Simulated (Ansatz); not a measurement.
## YCu (Pm-3m): from the cell to its phonons

How does YCu (Pm-3m) vibrate, and is this structure a minimum?

Program: Ansatz 0.2.0. Level of theory: DFT PBEsol, scalar-relativistic, plane waves, PAW; PAW set soft_1. Results are calculated unless marked as measured.

## Step 1: Starting point

It takes space group Pm-3m (No. 221, cubic). Conventional cell: a = 3.458 Å, b = 3.458 Å, c = 3.458 Å, α = 90.00°, β = 90.00°, γ = 90.00°. Nearest to Y lie 8 Cu at 2.99 Å. Cu has 8 Y at 2.99 Å nearest. Farther neighbours are not listed.

## Step 2: Relaxation

Harmonic phonons are second derivatives at a point where the forces vanish, and they are wanted at zero stress, so atoms and cell are relaxed first.

Input file input.yaml:

```yaml
crystal:
  lattice:
    - [3.45811539, 0.0, 0.0]
    - [0.0, 3.45811539, 0.0]
    - [0.0, 0.0, 3.45811539]
  atoms:
    - { symbol: "Y", position: [0.0, 0.0, 0.0] }
    - { symbol: Cu, position: [0.5, 0.5, 0.5] }
kpoints:
  mp_grid: { grid: [12, 12, 12] }
hamiltonian:
  xc: pbesol
  pseudopotentials: { kind: paw, azcp: { folder: soft_1 }, xc_functional: pbe }
scf:
  occupations: { method: gaussian, width: 0.1 }
output:
  forces: true
  stress: true
  eigenvalues: true
relax:
  adjacent_minimum: "off"
  f_tol: 0.005
  max_steps: 80
  cell: { stress_tol: 0.05 }
```

Started as:

```bash
> ansatz run input.yaml --threads 4 --pin off --max-ram 10240MiB --backend cpu --events-out ev --progress --plain --runs-dir out
```

Numbers of over 12 decimals in the logs are rounded to 6 here.

What it wrote:

```text
Engine: ansatz 0.2.0, aarch64-unknown-linux-gnu
Pseudopotentials: kind: paw
Pseudopotential: Y, paw, valence charge 11, recommended cutoff 420 eV (normal), soft_1/Y.paw.azcp
Pseudopotential: Cu, paw, valence charge 19, recommended cutoff 420 eV (normal), soft_1/Cu.paw.azcp
Functional definition: PBEsol
  exchange = pbesol_x
  correlation = pbesol_c
Crystal: 2 atoms, lattice volume = 41.354 Å³
Basis set: ecut = 420 eV, 799 PW (Γ), exchange–correlation on 48×48×48 points (8 copies of the dense FFT grid, shifted against one another)
Bands: 19, of which v1, the nominal top of the filled ones, is band 15 counted from 1 (14 counted from 0)
Symmetry: 48 space group operations
Space group: Pm-3m (ITA 221), of the structure as read, at distance tolerance 3.5e-5 Å
k-points: 84 of 1728
Non-local potential: Y, projectors of the file, l = 0: 3, l = 1: 2, l = 2: 2, l = 3: 1
Non-local potential: Cu, projectors of the file, l = 0: 3, l = 1: 2, l = 2: 3, l = 3: 1
PAW form: soft (Blöchl's): semilocal exchange-correlation on the pseudo side does not see the compensation charge
PAW frozen core: Y, regenerated for the run's functional, and the local potential with it (the file was generated under x = pbe(κ = 0.804, μ = 0.219515), c = pbe(β = 0.066725))
PAW frozen core: Cu, regenerated for the run's functional, and the local potential with it (the file was generated under x = pbe(κ = 0.804, μ = 0.219515), c = pbe(β = 0.066725))
PAW one-centre angular grid: Y, 590 points (default); XC on 64 Gauss nodes
PAW one-centre angular grid: Cu, 590 points (default); XC on 64 Gauss nodes
Initial density: superposition of atomic densities (chi_scale 0.1, normalization cell, long waves kept (reshape's long-wave potential 0.00 eV rms))
Initial wavefunctions: pseudopotential atomic-orbital guess
Functional: x = pbesol(κ = 0.804, μ = 0.123457), c = pbesol(β = 0.046)
SCF iter   1: F=—  HF=-10395.232562 eV  |F-HF|=—  |Δ(HF+E_count)|=         —  Δρ=8.61e-1  dr2=2.55e2  ethr=3.10e-3  ⟨swp⟩=4.5  Hψ=6228  notcnv=0
preconditioner: auto → Kerker (q_TF=auto, 2.586 Å⁻¹)  [metal: Δε(μ)=0.012 eV  Ē_g=10.374 eV  σ=0.100 eV  W_gap=0.07  n_scr=18 (ndim 8)  ℏωp=25.8 eV  f_vac=0.000  D(μ)=8.13/eV (n_scr^D=146)]
SCF iter   2: F=—  HF=-10386.905426 eV  |F-HF|=—  |Δ(HF+E_count)|=    8.33e0  Δρ=3.52e-1  dr2=4.69e1  ethr=3.10e-3  ⟨swp⟩=2.4  Hψ=3902  notcnv=0  defer=1
SCF iter   3: F=—  HF=-10384.975742 eV  |F-HF|=—  |Δ(HF+E_count)|=    1.93e0  Δρ=1.21e-1  dr2=6.74e0  ethr=3.10e-3  ⟨swp⟩=2.0  Hψ=2926  notcnv=0
SCF iter   4: F=—  HF=-10384.501523 eV  |F-HF|=—  |Δ(HF+E_count)|=   4.74e-1  Δρ=5.11e-2  dr2=1.22e0  ethr=3.10e-3  ⟨swp⟩=2.7  Hψ=2985  notcnv=0  defer=1
SCF iter   5: F=—  HF=-10384.349718 eV  |F-HF|=—  |Δ(HF+E_count)|=   1.52e-1  Δρ=1.99e-2  dr2=1.88e-1  ethr=3.10e-3  ⟨swp⟩=2.1  Hψ=2082  notcnv=0  defer=1
SCF iter   6: F=—  HF=-10384.322613 eV  |F-HF|=—  |Δ(HF+E_count)|=   2.71e-2  Δρ=1.08e-2  dr2=4.13e-2  ethr=6.28e-4  ⟨swp⟩=2.0  Hψ=2399  notcnv=0  defer=2
SCF iter   7: F=—  HF=-10384.317879 eV  |F-HF|=—  |Δ(HF+E_count)|=   4.73e-3  Δρ=3.00e-3  dr2=3.92e-3  ethr=1.38e-4  ⟨swp⟩=1.4  Hψ=1654  notcnv=0  defer=2
SCF iter   8: F=—  HF=-10384.317267 eV  |F-HF|=—  |Δ(HF+E_count)|=   6.12e-4  Δρ=6.81e-4  dr2=1.65e-4  ethr=1.31e-5  ⟨swp⟩=1.9  Hψ=1966  notcnv=0  defer=2
SCF iter   9: F=—  HF=-10384.317255 eV  |F-HF|=—  |Δ(HF+E_count)|=   1.22e-5  Δρ=2.69e-4  dr2=2.81e-5  ethr=5.50e-7  ⟨swp⟩=1.3  Hψ=1668  notcnv=0  defer=2
SCF iter  10: F=—  HF=-10384.317241 eV  |F-HF|=—  |Δ(HF+E_count)|=   1.40e-5  Δρ=9.78e-5  dr2=3.65e-6  ethr=9.35e-8  ⟨swp⟩=1.0  Hψ=1596  notcnv=0  defer=2
SCF iter  11: F=-10384.317241 eV  HF=-10384.317241 eV  |F-HF|=1.62e-8  |Δ(HF+E_count)|=   4.84e-7  Δρ=8.76e-6  dr2=2.90e-8  ethr=3.33e-10  ⟨swp⟩=3.6  Hψ=6105  notcnv=0
the search or the solves at the SCF's close seem to have found levels that the self-consistency loop had missed (the run counts 2). By its estimate they hold under 1e-12 electrons; where the run keeps them, the occupations were computed again with them
SCF 1 converged in 11 iterations: F = -10384.317241 eV  dr2 = 2.90e-8
  greatest PAW one-centre occupation: 1.000 electrons in one spin orbital (limit 2), on the Cu atom at site 1 (counted from 0), in its partial waves of l = 0
relax step   1: F+E_penalty+E_count = -10384.31724075 eV  Δ(F+E_penalty+E_count) = +0.000e0 eV  max|allowed force component| = 3.077e-29 eV/Å  Δτ_max = 0.0000 Å  P = -2.147 GPa  Ω = 41.354 Å³  (11 SCF iters, dr2 threshold 1.00e-7 eV, accepted)
Crystal: 2 atoms, lattice volume = 39.438 Å³
Basis set: ecut = 420 eV, 751 PW (Γ), exchange–correlation on 48×48×48 points (8 copies of the dense FFT grid, shifted against one another)
Initial density: handed on by an earlier stage of this run
Initial wavefunctions: those handed on with the density
iter 1 solved again at ethr=5.79e-4 eV; its pass at ethr=3.10e-3 eV (dr2=1.74e-1 eV) is discarded
SCF iter   1: F=—  HF=-10384.345582 eV  |F-HF|=—  |Δ(HF+E_count)|=         —  Δρ=2.34e-2  dr2=1.74e-1  ethr=5.79e-4  ⟨swp⟩=1.0  Hψ=8414  notcnv=0
preconditioner: auto → none  [metal: Δε(μ)=0.026 eV  Ē_g=11.079 eV  σ=0.100 eV  W_gap=0.14  n_scr=6 (ndim 8)  ℏωp=26.4 eV  f_vac=0.000  D(μ)=0.88/eV (n_scr^D=6)]
SCF iter   2: F=—  HF=-10384.324236 eV  |F-HF|=—  |Δ(HF+E_count)|=   2.13e-2  Δρ=2.32e-3  dr2=4.01e-3  ethr=5.78e-4  ⟨swp⟩=2.1  Hψ=2250  notcnv=0
SCF iter   3: F=—  HF=-10384.322590 eV  |F-HF|=—  |Δ(HF+E_count)|=   1.65e-3  Δρ=1.65e-3  dr2=1.12e-3  ethr=1.34e-5  ⟨swp⟩=2.1  Hψ=2804  notcnv=0
SCF iter   4: F=—  HF=-10384.322474 eV  |F-HF|=—  |Δ(HF+E_count)|=   1.16e-4  Δρ=3.63e-4  dr2=2.01e-5  ethr=3.73e-6  ⟨swp⟩=2.1  Hψ=1952  notcnv=0  defer=2
SCF iter   5: F=—  HF=-10384.322491 eV  |F-HF|=—  |Δ(HF+E_count)|=   1.68e-5  Δρ=7.86e-5  dr2=3.02e-6  ethr=6.69e-8  ⟨swp⟩=2.0  Hψ=2182  notcnv=0  defer=2
SCF iter   6: F=-10384.322490 eV  HF=-10384.322490 eV  |F-HF|=7.95e-8  |Δ(HF+E_count)|=   6.04e-7  Δρ=1.63e-5  dr2=9.23e-8  ethr=6.67e-10  ⟨swp⟩=2.9  Hψ=5814  notcnv=0
SCF 2 converged in 6 iterations: F = -10384.322490 eV  dr2 = 9.23e-8
relax step   2: F+E_penalty+E_count = -10384.32249014 eV  Δ(F+E_penalty+E_count) = -5.249e-3 eV  max|allowed force component| = 1.860e-29 eV/Å  Δτ_max = 0.0000 Å  P = +1.474 GPa  Ω = 39.438 Å³  energy of the carried Pulay correction = +3.511e-4 eV  (6 SCF iters, dr2 threshold 2.00e-7 eV, accepted)
Crystal: 2 atoms, lattice volume = 40.196 Å³
iter 1 solved again at ethr=8.68e-5 eV; its pass at ethr=3.10e-3 eV (dr2=2.60e-2 eV) is discarded
SCF iter   1: F=—  HF=-10384.329406 eV  |F-HF|=—  |Δ(HF+E_count)|=         —  Δρ=8.96e-3  dr2=2.60e-2  ethr=8.68e-5  ⟨swp⟩=1.0  Hψ=8316  notcnv=0
preconditioner: auto → Kerker (q_TF=auto, 2.598 Å⁻¹)  [metal: Δε(μ)=0.029 eV  Ē_g=11.216 eV  σ=0.100 eV  W_gap=0.16  n_scr=18 (ndim 8)  ℏωp=26.2 eV  f_vac=0.000  D(μ)=1.03/eV (n_scr^D=6)]
SCF iter   2: F=—  HF=-10384.326187 eV  |F-HF|=—  |Δ(HF+E_count)|=   3.22e-3  Δρ=1.32e-3  dr2=1.31e-3  ethr=8.68e-5  ⟨swp⟩=2.0  Hψ=1983  notcnv=0
SCF iter   3: F=—  HF=-10384.325701 eV  |F-HF|=—  |Δ(HF+E_count)|=   4.87e-4  Δρ=1.10e-3  dr2=8.19e-4  ethr=4.38e-6  ⟨swp⟩=2.0  Hψ=2080  notcnv=0
SCF iter   4: F=—  HF=-10384.325603 eV  |F-HF|=—  |Δ(HF+E_count)|=   9.76e-5  Δρ=4.02e-4  dr2=5.63e-5  ethr=2.73e-6  ⟨swp⟩=2.0  Hψ=2060  notcnv=0
SCF iter   5: F=—  HF=-10384.325628 eV  |F-HF|=—  |Δ(HF+E_count)|=   2.49e-5  Δρ=8.02e-5  dr2=5.51e-6  ethr=1.88e-7  ⟨swp⟩=2.0  Hψ=2178  notcnv=0
SCF iter   6: F=—  HF=-10384.325626 eV  |F-HF|=—  |Δ(HF+E_count)|=   2.04e-6  Δρ=2.10e-5  dr2=1.63e-7  ethr=6.67e-10  ⟨swp⟩=3.4  Hψ=6703  notcnv=0
SCF iter   7: F=-10384.325626 eV  HF=-10384.325626 eV  |F-HF|=1.96e-9  |Δ(HF+E_count)|=   1.87e-8  Δρ=4.94e-6  dr2=7.32e-9  ethr=5.44e-10  ⟨swp⟩=4.7  Hψ=5702  notcnv=0
SCF 3 converged in 7 iterations: F = -10384.325626 eV  dr2 = 7.32e-9
relax step   3: F+E_penalty+E_count = -10384.32562612 eV  Δ(F+E_penalty+E_count) = -3.136e-3 eV  max|allowed force component| = 3.681e-30 eV/Å  Δτ_max = 0.0000 Å  P = -0.064 GPa  Ω = 40.196 Å³  energy of the carried Pulay correction = +2.102e-4 eV  (7 SCF iters, dr2 threshold 2.00e-7 eV, accepted)
[...]
relax step   4: F+E_penalty+E_count = -10384.32563867 eV  Δ(F+E_penalty+E_count) = -1.255e-5 eV  max|allowed force component| = 8.809e-30 eV/Å  Δτ_max = 0.0000 Å  P = -0.002 GPa  Ω = 40.164 Å³  energy of the carried Pulay correction = +2.162e-4 eV  (6 SCF iters, dr2 threshold 1.03e-8 eV, accepted)
Initial wavefunctions: pseudopotential atomic-orbital guess (no wavefunctions were taken with the density)
iter 1 solved again at ethr=2.34e-8 eV; its pass at ethr=3.10e-3 eV (dr2=7.01e-6 eV) is discarded
SCF iter   1: F=—  HF=-10384.325424 eV  |F-HF|=—  |Δ(HF+E_count)|=         —  Δρ=2.42e-5  dr2=3.66e-8  ethr=2.34e-8  ⟨swp⟩=3.0  Hψ=10976  notcnv=0
preconditioner: auto → Kerker (q_TF=auto, 2.599 Å⁻¹)  [metal: Δε(μ)=0.027 eV  Ē_g=11.161 eV  σ=0.100 eV  W_gap=0.15  n_scr=18 (ndim 8)  ℏωp=26.2 eV  f_vac=0.000  D(μ)=0.99/eV (n_scr^D=6)]
SCF iter   2: F=—  HF=-10384.325420 eV  |F-HF|=—  |Δ(HF+E_count)|=   4.10e-6  Δρ=3.25e-5  dr2=2.93e-7  ethr=1.22e-10  ⟨swp⟩=2.0  Hψ=2859  notcnv=0
SCF iter   3: F=—  HF=-10384.325420 eV  |F-HF|=—  |Δ(HF+E_count)|=   4.74e-9  Δρ=6.34e-6  dr2=4.14e-9  ethr=1.22e-10  ⟨swp⟩=2.0  Hψ=2856  notcnv=0
SCF iter   4: F=—  HF=-10384.325420 eV  |F-HF|=—  |Δ(HF+E_count)|=   1.33e-8  Δρ=1.33e-6  dr2=5.52e-10  ethr=1.38e-11  ⟨swp⟩=2.0  Hψ=2862  notcnv=0
SCF iter   5: F=—  HF=-10384.325420 eV  |F-HF|=—  |Δ(HF+E_count)|=   1.20e-9  Δρ=6.24e-7  dr2=1.68e-10  ethr=1.84e-12  ⟨swp⟩=2.0  Hψ=2846  notcnv=0
SCF iter   6: F=—  HF=-10384.325420 eV  |F-HF|=—  |Δ(HF+E_count)|=  2.13e-10  Δρ=1.41e-7  dr2=8.83e-12  ethr=1.00e-12  ⟨swp⟩=4.0  Hψ=7056  notcnv=0
SCF iter   7: F=-10384.325420 eV  HF=-10384.325420 eV  |F-HF|=0.00e0  |Δ(HF+E_count)|=  7.28e-12  Δρ=2.41e-8  dr2=2.84e-13  ethr=1.00e-12  ⟨swp⟩=5.0  Hψ=5475  notcnv=0
SCF 5 converged in 7 iterations: F = -10384.325420 eV  dr2 = 2.84e-13
relax step   5: F+E_penalty+E_count = -10384.32541991 eV  Δ(F+E_penalty+E_count) = +2.188e-4 eV  max|allowed force component| = 3.550e-30 eV/Å  Δτ_max = 0.0000 Å  P = -0.000 GPa  Ω = 40.164 Å³  stress off target by 2.19e-4 GPa  SCF on the basis re-selected at this cell (its energy is not comparable with the rows above)  (7 SCF iters)
basis re-selected at this cell: Δ(F+E_penalty+E_count) = +2.188e-4 eV, ΔP = +0.002 GPa vs the last step (what re-selecting the basis moved, of the pressure what is left beyond the Pulay correction that the steps carried, after the strain that the cell walked since its last selection, with what the two solves' SCF thresholds leave and, on support functions, any second-order correction that the steps lacked; it is no m [...]
SCF converged after 7 iterations
Free energy (F): -10384.325420 eV
Harris-Foulkes:  -10384.325420 eV  (|F-HF|=0.00e0)
Internal energy: -10384.320488 eV  (E = F + TS)
E sigma→0 (E₀):  -10384.322954 eV
Entropy (-TS):   -0.004932 eV (-2.466 meV/atom)
Fermi energy:    12.655460 eV
--- Per-component energies (eV) ---
  E_band       = -526.816317
  E_kinetic    = 580.458613
  E_local      = -6078.028164  (includes V_loc(G=0)·N_el)
  E_nonlocal   = 918.203957
  E_hartree    = 2564.205185
  E_xc         = -246.439749
  E_vxc        = -294.605374  (∫ρ·V_xc dr)
  E_paw        = -4543.177250  (= ΣΔE_a)
  E_vpaw       = -781.256795  (= ΣTr[D̂ρ^β])
  E_aug_tail   = 0.001038  (compensation charges beyond the density's cutoff)
  E_ewald      = -3579.899094
  E_core_change = 0.354976  (= ΣΔE_core)
  E_smearing   = -0.004932  (= −TS)
  E_closure    = -0.000000  (closes the sum)
  Σ components = -10384.325420   (vs F -10384.325420, Δ=0.00e0)
--- Forces (eV/Å), atoms counted from 1 ---
  atom   1  Y     -0.00000000     0.00000000     0.00000000
  atom   2  Cu     0.00000000    -0.00000000     0.00000000
  max |Σ_I F_I| component: 5.52e-30 eV/Å
--- Stress (GPa, compression-positive) ---
       -0.000219      -0.000000       0.000000
       -0.000000      -0.000219       0.000000
        0.000000       0.000000      -0.000219
  P = ⅓ Tr σ = -0.0002 GPa (-0.002 kbar)
--- Band table (eV; the first three rows and the last of 84) ---
  k-point 0: bands = [... 11 lower, 9.7035, 9.7035, 9.7035, 13.1096, 13.1096, 17.5647, 17.5647, 17.5647]
  k-point 1: bands = [... 11 lower, 9.6995, 9.6995, 9.7091, 13.1012, 13.1218, 16.9890, 16.9890, 17.5631]
  k-point 2: bands = [... 11 lower, 9.6888, 9.6888, 9.7242, 13.0697, 13.0770, 16.1574, 16.1574, 17.5588]
  k-point 83: bands = [... 11 lower, 10.0164, 10.0164, 10.8729, 10.8729, 10.8729, 14.2749, 19.0745, 19.0745]
--- Relaxed structure (4 steps of the walk, 4 accepted, 1 SCFs on fresh bases) ---
  F+E_penalty+E_count = -10384.32541991 eV   max|allowed force component| = 3.550e-30 eV/Å   (the final SCF, on the basis selected at the relaxed cell)
  cell:  # Å, volume = 40.1637 Å³
    - [3.424611, 0, 0]
    - [0, 3.424611, 0]
    - [0, 0, 3.424611]
  atoms:
    - { symbol: Y, position: [0, 0, 0] }
    - { symbol: Cu, position: [0.5, 0.5, 0.5] }
```

It took 5.8 s on 4 threads of Arm Neoverse V1, shared host; peak memory 0.39 GiB; 21 s of CPU time.

The steps of the relaxation:

| step | energy less that of the first step (eV) | largest force component (eV/Å) | pressure (GPa) | volume (Å³) |
| --- | --- | --- | --- | --- |
| 1 | 0.0000 | 0.0000 | -2.15 | 41.35 |
| 2 | -0.0052 | 0.0000 | 1.47 | 39.44 |
| 3 | -0.0084 | 0.0000 | -0.06 | 40.20 |
| 4 | -0.0084 | 0.0000 | 0.00 | 40.16 |
| 5* | -0.0082 | 0.0000 | 0.00 | 40.16 |

Relaxation steps marked * repeat the geometry before them on a plane-wave basis chosen anew for their cell, so energy and pressure can jump there.

The run keeps the 48 symmetry operations that it works with, so distortions that break them were not tested.

| conventional cell, symmetrised | before | after | change |
| --- | --- | --- | --- |
| a (Å) | 3.458 | 3.425 | -1.0 % |
| b (Å) | 3.458 | 3.425 | -1.0 % |
| c (Å) | 3.458 | 3.425 | -1.0 % |
| volume (Å³/atom) | 20.68 | 20.08 | -2.9 % |

The relaxed structure:

```cif
data_structure
_symmetry_space_group_name_H-M 'P 1'
_symmetry_Int_Tables_number 1
_cell_length_a 3.4246
_cell_length_b 3.4246
_cell_length_c 3.4246
_cell_angle_alpha 90.000
_cell_angle_beta 90.000
_cell_angle_gamma 90.000
_cell_volume 40.16
loop_
_atom_site_label
_atom_site_type_symbol
_atom_site_fract_x
_atom_site_fract_y
_atom_site_fract_z
_atom_site_occupancy
Y1 Y 0.00000 0.00000 0.00000 1
Cu2 Cu 0.50000 0.50000 0.50000 1
```

This step gave:

| Quantity | Value |
| --- | --- |
| pressure | -2.19e-4 GPa |
| volume per atom | 20.08 Å³ |
| gap on the k-mesh | 0 eV |

In this step the volume went from 20.68 to 20.08 Å³/atom.

## Step 3: Tight relaxation

Phonons need a cell at rest on their own settings, so the relaxation is repeated with tight tolerances on forces and stress, using the mesh and the filling of the phonon run that follows.

input.yaml, the sections that differ from step 2:

```yaml
crystal:
  lattice:
    - [3.4246110042, 0.0, 0.0]
    - [0.0, 3.4246110042, 0.0]
    - [0.0, 0.0, 3.4246110042]
  atoms:
    - { symbol: "Y", position: [0.0, 0.0, 0.0] }
    - { symbol: Cu, position: [0.5, 0.5, 0.5] }
scf:
  occupations: { method: methfessel_paxton, width: 0.2 }
relax:
  adjacent_minimum: "off"
  f_tol: 0.001
  max_steps: 60
  cell: { stress_tol: 0.01 }
# kpoints, hamiltonian, output: as in step 2
```

What it wrote:

```text
[...]
Crystal: 2 atoms, lattice volume = 40.164 Å³
Basis set: ecut = 420 eV, 751 PW (Γ), exchange–correlation on 48×48×48 points (8 copies of the dense FFT grid, shifted against one another)
Bands: 19, of which v1, the nominal top of the filled ones, is band 15 counted from 1 (14 counted from 0)
Symmetry: 48 space group operations
[...]
k-points: 84 of 1728
[...]
k-point 83: bands = [... 11 lower, 10.0181, 10.0181, 10.8728, 10.8728, 10.8728, 14.2753, 19.0741, 19.0741]
--- Relaxed structure (1 steps of the walk, 1 accepted, 1 SCFs on fresh bases) ---
[...]
cell:  # Å, volume = 40.1637 Å³
    - [3.4246110042, 0.0, 0.0]
    - [0.0, 3.4246110042, 0.0]
    - [0.0, 0.0, 3.4246110042]
  atoms:
    - { symbol: Y, position: [0.0, 0.0, 0.0] }
    - { symbol: Cu, position: [0.500000, 0.500000, 0.500000] }
[key lines of the parts left out:]
SCF converged after 7 iterations
Free energy (F): -10384.322167 eV
Fermi energy:    12.653730 eV
P = ⅓ Tr σ = -0.0053 GPa (-0.053 kbar)
```

It took 2.6 s on 4 threads; peak memory 0.39 GiB; 9.2 s of CPU time.

Little changed from the start: no atom moved by 0.005 Å and no cell edge by 0.1 %.

Numbers from this step:

- pressure: -0.005320 GPa

The forces vanish by symmetry and the pressure is -0.005 GPa, within the tolerances set. The cell now holds 20.08 Å³/atom.

(Continued in part 2 of 2.)

[Logs are printed without paths, hosts, clocks, repeated set-up lines and the standing remarks that a program may print on its own settings, such as how far it seeks lower states.]

[Hosts, paths, dates, database ids (printed as entryN), source tags and the programs' standing remarks are cut or masked in the printed files.]
